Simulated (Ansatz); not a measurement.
An input for Ansatz 0.2.0 (SnO2 (I4/m)):

```yaml
crystal:
  lattice:
    - [-5.37331, 5.37331, 1.616233]
    - [5.37331, -5.37331, 1.616233]
    - [5.37331, 5.37331, -1.616233]
  atoms:
    - { symbol: Sn, position: [0.3482276756, 0.1638634948, 0.5120911704] }
    - { symbol: Sn, position: [0.8361365052, 0.3482276756, 0.1843641808] }
    - { symbol: Sn, position: [0.1638634948, 0.6517723244, 0.8156358192] }
    - { symbol: Sn, position: [0.6517723244, 0.8361365052, 0.4879088296] }
    - { symbol: O, position: [0.1600576845, 0.4602794889, 0.6203371734] }
    - { symbol: O, position: [0.5397205111, 0.1600576845, 0.6997781956] }
    - { symbol: O, position: [0.4602794889, 0.8399423155, 0.3002218044] }
    - { symbol: O, position: [0.8399423155, 0.5397205111, 0.3796628266] }
    - { symbol: O, position: [0.8417413048, 0.7852120737, 0.6269533785] }
    - { symbol: O, position: [0.2147879263, 0.8417413048, 0.0565292311] }
    - { symbol: O, position: [0.1582586952, 0.2147879263, 0.3730466215] }
    - { symbol: O, position: [0.7852120737, 0.1582586952, 0.9434707689] }
kpoints:
  mp_grid: { grid: [4, 4, 4] }
hamiltonian:
  xc: lda
  pseudopotentials: { kind: paw, azcp: { folder: soft_1 }, xc_functional: pbe }
scf:
  occupations: { method: fixed }
gw:
  n_empty_bands: 702
  ecut_chi: 140
  qp_bands: [v4, c4]
  qp_kpoints: band_edges
  screening: { model: contour_deformation }
```

```sh
ansatz run input.yaml --threads 2 --pin off --max-ram 92160MiB --backend cuda --events-out ev --progress --plain --runs-dir out --devices 1 --max-vram 13GiB
```

Q: Estimate wall time and host memory on 1 × NVIDIA H100 80GB HBM3 (shared by 6 runs) with 2 threads of AMD EPYC 7R13 (Zen 3), shared host.

It took 2.5 min; on shared hardware allow 75 s to 5 min. Peak host memory was 3.1 GiB. The sizes that set the cost: 3645 plane waves a state, 14 irreducible k points, 754 bands summed, 691 plane waves in the screening and 10 SCF cycles.

The screening grows as filled bands × empty bands × pairs of k points, times the square of the screening basis for the matrix.

[Paths, hosts, dates, memory and timing lines, banners, echoed tables and standing remarks are left out of the program output.]

[Logs are printed without paths, hosts, clocks, repeated set-up lines and the standing remarks that a program may print on its own settings, such as how far it seeks lower states.]

[Runs of the session that timed out or met a known fault of the program may be left out.]

[Cells called generated may have been cut or substituted from an entry of the Crystallography Open Database or the Materials Project.]

[Hosts, paths, dates, database ids (printed as entryN), source tags and the programs' standing remarks are cut or masked in the printed files.]
